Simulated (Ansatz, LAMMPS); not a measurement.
**Glassy 89SiO2-11BaO (mol %) (165 atoms): geometry optimisation**

Wanted: the relaxed structure of glassy 89SiO2-11BaO (mol %) (165 atoms) and its electronic structure.

Calculated with Ansatz 0.2.0; Kohn-Sham DFT, RPBE, PAW (set soft_2), plane waves.

## 1. The starting structure

The cell holds 165 atoms: 51 Si, 6 Ba and 108 O. Cell: a = 13.552 Å, b = 13.552 Å, c = 13.552 Å, α = 90.0°, β = 90.0°, γ = 90.0°. 165 atoms (51 Si, 6 Ba, 108 O) placed at random at 2.62 g/cm³, melted at 4000 K for 10 ps at fixed volume with the Morse and Coulomb pair potential with partial charges (Pedone, Malavasi, Menziani, Cormack and Segre, J. Phys. Chem. B 110, 11780 (2006)). Quenched from 4000 K to 300 K at 25 K/ps and fixed volume, held 10 ps at zero pressure.

Before any run, some limits are plain. The quench rate of 25 K/ps is orders of magnitude faster than experiment, which tends to freeze in extra defects. The starting topology of bonds comes from the classical model. The Brillouin zone is sampled at Γ only, in a cell whose shortest periodic width is 14 Å. No spin–orbit coupling is included, so levels derived from the heavy atoms are approximate.

## 2. The classical run that made the cell

A classical potential makes the cell, at a small fraction of what the same run would cost in DFT.

This step: classical MD, Morse and Coulomb pair potential with partial charges (Pedone, Malavasi, Menziani, Cormack and Segre, J. Phys. Chem. B 110, 11780 (2006)) (LAMMPS 22 Jul 2025 - Update 4).

in.lmp

```
# melt-quench of Si51Ba6O108
units metal
atom_style charge
boundary p p p
region box block 0 13.6192 0 13.6192 0 13.6192
create_box 3 box
mass 1 28.0850   # Si
mass 2 137.3270   # Ba
mass 3 15.9990   # O
create_atoms 1 random 51 496425 NULL overlap 1.5 maxtry 2000
create_atoms 2 random 6 496432 NULL overlap 1.5 maxtry 2000
create_atoms 3 random 108 496439 NULL overlap 1.5 maxtry 2000
pair_style hybrid/overlay pedone 5.5 coul/long 8.0
pair_coeff * * coul/long
pair_coeff 1 3 pedone 0.340554 2.006700 2.100000 1   # Si-O
pair_coeff 2 3 pedone 0.065011 1.547596 3.393410 5   # Ba-O
pair_coeff 3 3 pedone 0.042395 1.379316 3.618701 22   # O-O
set type 1 charge 2.4
set type 2 charge 1.2
set type 3 charge -1.2
kspace_style pppm 1.0e-4
neigh_modify delay 0 every 1 check yes
thermo_style custom step time temp pe press density
thermo_modify norm yes
timestep 0.002
thermo 100
min_style cg
minimize 1e-4 1e-4 200 2000
reset_timestep 0
velocity all create 4000 496426 mom yes dist gaussian
fix lim all nve/limit 0.05
fix lan all langevin 4000 4000 0.2 496427 zero yes
thermo 500
run 1000 post no
# [... 7 lines left out ...]
fix md all nvt temp 4000 300 0.2
run 74000 post no
unfix md
thermo 1666
fix md all npt temp 300 300 0.2 iso 0 0 2
run 5000 post no
unfix md
write_dump all custom glass.dump id type xs ys zs modify sort id
```

The run is started by

```bash
> lmp -in in.lmp -log none -nocite
```

Numbers of over 12 decimals in the logs are rounded to 6 here.

What it wrote:

```text
LAMMPS (22 Jul 2025 - Update 4)
Created orthogonal box = (0 0 0) to (13.6192 13.6192 13.6192)
Created 51 atoms
Created 6 atoms
Created 108 atoms
PPPM initialization ...
  G vector (1/distance) = 0.38247529
  grid = 15 15 15
  estimated relative force accuracy = 6.0922181e-05
   Step          Time           Temp          PotEng         Press         Density
         0   0              0             -3.4516781      508779.76      2.6189922
       100   0.2            0             -16.686372     -43541.241      2.6189922
       115   0.23           0             -16.758988     -46105.882      2.6189922
Loop time of 0.141576 s on 1 MPI rank(s) for 115 steps with 165 atoms
Minimization stats:
  Stopping criterion = energy tolerance
  Energy initial, next-to-last, final =
     -3.45167808106648  -16.7574220397233  -16.7589879263965
  Force two-norm initial, final = 404.75593 3.2694692
  Iterations, force evaluations = 115 142
[... 7 lines left out ...]
      1666   3.332          4253.0378     -16.250163      22759.5        2.6189922
      2499   4.998          3927.8471     -16.248237      14947.67       2.6189922
      3332   6.664          4117.1257     -16.26014       3921.9314      2.6189922
      4165   8.33           3815.272      -16.179525     -16854.012      2.6189922
      4998   9.996          3677.3953     -16.287517     -3706.4509      2.6189922
[... 2 lines left out ...]
Loop time of 4.10022 s on 1 MPI rank(s) for 5000 steps with 165 atoms
   Step          Time           Temp          PotEng         Press         Density
[... 12 lines left out ...]
Loop time of 57.8205 s on 1 MPI rank(s) for 74000 steps with 165 atoms
   Step          Time           Temp          PotEng         Press         Density
[... 1 line left out ...]
     81634   163.268        293.25483     -16.940852      801.22686      2.6710322
     83300   166.6          347.47576     -16.9381       -4081.6979      2.660579
     84966   169.932        311.3035      -16.938289      4715.2315      2.6648867
     85000   170            341.00569     -16.942275      1971.2307      2.6579075
Loop time of 5.30133 s on 1 MPI rank(s) for 5000 steps with 165 atoms
```

It took 68 s on 1 thread of Arm Neoverse V1, shared host; peak memory 0.07 GiB.

## 3. Single point at the start

A single point comes first, to see the forces before anything moves.

input.yaml

```yaml
crystal:
  lattice:
    - [13.55241, 0.0, 0.0]
    - [0.0, 13.55241, 0.0]
    - [0.0, 0.0, 13.55241]
  atoms:
    - { symbol: Si, position: [0.58317, 0.03785, 0.47923] }
    - { symbol: Si, position: [0.2614, 0.54537, 0.11682] }
    - { symbol: Si, position: [0.71823, 0.63057, 0.93656] }
    - { symbol: Si, position: [0.47697, 0.8847, 0.71757] }
    - { symbol: Si, position: [0.68949, 0.48152, 0.09651] }
    - { symbol: Si, position: [0.14338, 0.98188, 0.80752] }
    - { symbol: Si, position: [0.02212, 0.33314, 0.20943] }
    - { symbol: Si, position: [0.56657, 0.28014, 0.10315] }
    - { symbol: Si, position: [0.96824, 0.86003, 0.13123] }
    - { symbol: Si, position: [0.68603, 0.95466, 0.65687] }
    - { symbol: Si, position: [0.66247, 0.06546, 0.08103] }
    - { symbol: Si, position: [0.2409, 0.82934, 0.39892] }
    - { symbol: Si, position: [0.3984, 0.54251, 0.29294] }
    - { symbol: Si, position: [0.80097, 0.97931, 0.24366] }
    - { symbol: Si, position: [0.93657, 0.69047, 0.28178] }
    - { symbol: Si, position: [0.45421, 0.86318, 0.48846] }
    - { symbol: Si, position: [0.13897, 0.97066, 0.23889] }
    - { symbol: Si, position: [0.18454, 0.51969, 0.81766] }
    - { symbol: Si, position: [0.60007, 0.63696, 0.25198] }
    - { symbol: Si, position: [0.01025, 0.81497, 0.90174] }
    - { symbol: Si, position: [0.19498, 0.31519, 0.05851] }
    - { symbol: Si, position: [0.54354, 0.68264, 0.80638] }
    - { symbol: Si, position: [0.1578, 0.30002, 0.83477] }
    - { symbol: Si, position: [0.93316, 0.44058, 0.57807] }
    - { symbol: Si, position: [0.38401, 0.56548, 0.93065] }
    - { symbol: Si, position: [0.62156, 0.70209, 0.47314] }
    - { symbol: Si, position: [0.57752, 0.549, 0.62836] }
    - { symbol: Si, position: [0.79841, 0.83678, 0.41766] }
    - { symbol: Si, position: [0.9117, 0.52412, 0.13699] }
    - { symbol: Si, position: [0.49517, 0.17616, 0.6521] }
    - { symbol: Si, position: [0.36843, 0.54178, 0.52131] }
    - { symbol: Si, position: [0.82017, 0.15213, 0.92859] }
    [... 127 atom lines left out ...]
    - { symbol: O, position: [0.15778, 0.95368, 0.68701] }
    - { symbol: O, position: [0.66583, 0.97862, 0.5377] }
    - { symbol: O, position: [0.10363, 0.2897, 0.12943] }
    - { symbol: O, position: [0.9728, 0.42366, 0.15723] }
    - { symbol: O, position: [0.03492, 0.84082, 0.59418] }
    - { symbol: O, position: [0.47613, 0.61743, 0.24826] }
kpoints:
  mp_grid: { grid: [1, 1, 1] }
hamiltonian:
  xc: rpbe
scf:
  occupations: { method: fixed }
output:
  forces: true
  stress: true
  populations: true
  dos:
    method: { smearing: { sigma: 0.15 } }
    de: 0.1
    projected: { site_lists: { Ba: [Ba], O: [O], Si: [Si] } }
  eigenvalues: true
```

The run is started by

```bash
> ansatz run input.yaml --threads 4 --pin off --max-ram 8192MiB --backend cpu --events-out ev --progress --plain --runs-dir out
```

What it wrote:

```text
Engine: ansatz 0.2.0, aarch64-unknown-linux-gnu
Pseudopotentials: kind: paw
Pseudopotential: Si, paw, valence charge 4, recommended cutoff 420 eV (normal), Si.paw.azcp
Pseudopotential: Ba, paw, valence charge 10, recommended cutoff 420 eV (normal), Ba.paw.azcp
Pseudopotential: O, paw, valence charge 6, recommended cutoff 420 eV (normal), O.paw.azcp
[... 5 lines on functional and potentials left out ...]
Crystal: 165 atoms, lattice volume = 2489.142 Å³
Basis set: ecut = 420 eV, 48501 PW (Γ), exchange–correlation on 192×192×192 points (8 copies of the dense FFT grid, shifted against one another)
Bands: 621, of which v1, the nominal top of the filled ones, is band 456 counted from 1 (455 counted from 0)
Symmetry: 1 space group operations
Space group: P1 (ITA 1), of the structure as read, at distance tolerance 1.4e-4 Å
k-points: 1
[... 10 lines on functional and potentials left out ...]
Initial density: superposition of atomic densities (neutral atoms: chi_scale 0, normalization atom), corrected by the library's trained network
Initial wavefunctions: pseudopotential atomic-orbital guess
Functional: x = rpbe, c = pbe(β = 0.066725)
SCF iter   1: F=—  HF=-129986.661531 eV  |F-HF|=—  |Δ(HF+E_count)|=         —  Δρ=3.60e-3  dr2=3.50e-1  ethr=1.77e-3  ⟨swp⟩=5.0  Hψ=2478  notcnv=0  defer=162
preconditioner: auto → Resta (q_TF=auto, 2.308 Å⁻¹)  ε∞=3.0  [insulator: Δε(μ)=3.431 eV  Ē_g=15.985 eV  n_scr=484 (ndim 8)  ℏωp=22.3 eV  f_vac=0.195  ε∞_Penn≈3.0]
SCF iter   2: F=—  HF=-129986.626781 eV  |F-HF|=—  |Δ(HF+E_count)|=   3.47e-2  Δρ=1.95e-3  dr2=6.41e-2  ethr=3.84e-5  ⟨swp⟩=3.0  Hψ=1072  notcnv=0  defer=163
SCF iter   3: F=—  HF=-129986.631091 eV  |F-HF|=—  |Δ(HF+E_count)|=   4.31e-3  Δρ=7.58e-4  dr2=1.79e-2  ethr=7.03e-6  ⟨swp⟩=3.0  Hψ=816  notcnv=0  defer=163
SCF iter   4: F=—  HF=-129986.630427 eV  |F-HF|=—  |Δ(HF+E_count)|=   6.64e-4  Δρ=2.56e-4  dr2=1.77e-3  ethr=1.97e-6  ⟨swp⟩=3.0  Hψ=817  notcnv=0  defer=163
SCF iter   5: F=—  HF=-129986.630296 eV  |F-HF|=—  |Δ(HF+E_count)|=   1.31e-4  Δρ=1.10e-4  dr2=3.20e-4  ethr=1.94e-7  ⟨swp⟩=2.0  Hψ=815  notcnv=0  defer=163
SCF iter   6: F=—  HF=-129986.630283 eV  |F-HF|=—  |Δ(HF+E_count)|=   1.30e-5  Δρ=3.28e-5  dr2=2.87e-5  ethr=3.51e-8  ⟨swp⟩=2.0  Hψ=815  notcnv=0  defer=163
SCF iter   7: F=—  HF=-129986.630353 eV  |F-HF|=—  |Δ(HF+E_count)|=   6.97e-5  Δρ=1.82e-5  dr2=6.75e-6  ethr=3.15e-9  ⟨swp⟩=2.0  Hψ=1076  notcnv=0  defer=162
SCF iter   8: F=—  HF=-129986.630352 eV  |F-HF|=—  |Δ(HF+E_count)|=   1.08e-6  Δρ=4.65e-6  dr2=5.10e-7  ethr=7.40e-10  ⟨swp⟩=2.0  Hψ=814  notcnv=0  defer=163
SCF iter   9: F=—  HF=-129986.630352 eV  |F-HF|=—  |Δ(HF+E_count)|=   1.22e-7  Δρ=3.13e-6  dr2=2.01e-7  ethr=1.10e-11  ⟨swp⟩=23.0  Hψ=5232  notcnv=0
SCF iter  10: F=-129986.630352 eV  HF=-129986.630352 eV  |F-HF|=1.09e-8  |Δ(HF+E_count)|=   3.88e-8  Δρ=6.21e-7  dr2=9.41e-9  ethr=1.10e-11  ⟨swp⟩=5.0  Hψ=2218  notcnv=0
SCF 1 converged in 10 iterations: F = -129986.630352 eV  dr2 = 9.41e-9
  greatest PAW one-centre occupation: 0.954 electrons in one spin orbital (limit 2), on the Ba atom at site 55 (counted from 0), in its partial waves of l = 0
SCF converged after 10 iterations
Free energy (F): -129986.630352 eV
Harris-Foulkes:  -129986.630352 eV  (|F-HF|=1.09e-8)
Internal energy: -129986.630352 eV  (E = F + TS)
E sigma→0 (E₀):  -129986.630352 eV
Fermi energy:    3.897753 eV
--- Per-component energies (eV) ---
  E_band       = -4457.739448
  E_kinetic    = 22697.914394
  E_local      = -66936.791102  (includes V_loc(G=0)·N_el)
  E_nonlocal   = 6647.496589
  E_hartree    = 25461.266107
  E_xc         = -11954.950544
  E_vxc        = -13528.226249  (∫ρ·V_xc dr)
  E_paw        = -75051.895406  (= ΣΔE_a)
  E_vpaw       = -4260.940691  (= ΣTr[D̂ρ^β])
  E_aug_tail   = 0.276014  (compensation charges beyond the density's cutoff)
  E_ewald      = -30846.166239
  E_core_change = -3.780165  (= ΣΔE_core)
  E_smearing   = -0.000000  (= −TS)
  E_closure    = -0.000000  (closes the sum)
  Σ components = -129986.630352   (vs F -129986.630352, Δ=0.00e0)
--- Forces (eV/Å), atoms counted from 1 ---
  atom   1  Si     0.91281564     3.81039416     2.34559850
  atom   2  Si    -1.51864375    -3.61777226    -3.32510282
  atom   3  Si    -0.45496687    -3.20285414    -1.30172784
  atom   4  Si     2.06980788     2.27981552     1.23988960
  atom   5  Si    -2.67556607     0.59941643     1.23712543
  atom   6  Si    -1.03454300     0.35529377    -1.15545591
  atom   7  Si     0.82249004    -0.68698829    -0.45775992
  atom   8  Si     0.02059978     0.24847168     2.54435771
  atom   9  Si    -1.34244702    -1.77900702    -0.24108388
  atom  10  Si     0.08420850     1.03110848     0.04882872
  atom  11  Si     1.13203050     0.51160184    -3.29807374
  atom  12  Si     0.39509205    -0.53812846     6.34249325
  atom  13  Si     1.84951760    -0.00005781     2.20729209
  atom  14  Si    -0.36649034     0.77908855    -0.44669807
[...]
atom 164  O     -1.27555264    -1.15103800     0.45871784
  atom 165  O      0.14929366     1.24974221    -0.96651269
  max |Σ_I F_I| component: 1.64e-5 eV/Å
--- Stress (GPa, compression-positive) ---
        8.106900       1.400886       1.307526
        1.400887       8.043343      -0.046201
        1.307529      -0.046200       6.796520
  P = ⅓ Tr σ = 7.6489 GPa (76.489 kbar)
--- Band table (eV) ---
  k-point 0: bands = ["-23.4456", "-23.3709", "-23.0716", "-22.8289", [... 605 levels ...], "12.6939", "12.7204", "12.7414", "12.7451", "12.7615", "12.7750", "12.7985", "12.8158", "12.8218", "12.8397", "12.8538", "12.8631"]
--- Löwdin populations: 165 sites ---
  site symbol       q [e]
     0     Si      2.1884
     1     Si      2.1774
     2     Si      2.3771
[...]
164      O      6.8460
  spilling = 0.013641 (of n_electrons = 912.000000)
```

Run time: 94 s. Hardware: 4 threads of Arm Neoverse V1, shared host; peak memory 3.9 GiB.

Reading the cycles: dr2 is the Hartree energy of the density residual (eV), the measure of convergence; HF is the Harris–Foulkes estimate of the energy, which meets the free energy F at convergence.

Numbers from this run:

```yaml
free_energy: -129986.6304 eV
free_energy_per_atom: -787.7978 eV/atom
scf_cycles: 10
pressure: 7.649 GPa
r_m_s_force_component: 1.436 eV/Å
longest_force: 6.378 eV/Å
fermi_energy: 3.898 eV
spacing_of_highest_filled_and_lowest_empty_level: 3.17 eV
spilling_of_the_projection: 0.01364
```

The r.m.s. force component of 1.4 eV/Å and the pressure of 7.6 GPa set the starting point.

Length of the force by element:

| element | coordination | atoms | mean length of the force (eV/Å) | spread | least | most |
| --- | --- | --- | --- | --- | --- | --- |
| Ba | all | 6 | 0.945 | 0.278 | 0.521 | 1.34 |
| O | all | 108 | 2.01 | 1.16 | 0.241 | 6.36 |
| Si | all | 51 | 2.63 | 1.25 | 0.351 | 6.38 |

(Part 1 of 3 ends here.)

[Logs are printed without paths, hosts, clocks, repeated set-up lines and the standing remarks that a program may print on its own settings, such as how far it seeks lower states.]

[Hosts, paths, dates, database ids (printed as entryN), source tags and the programs' standing remarks are cut or masked in the printed files.]
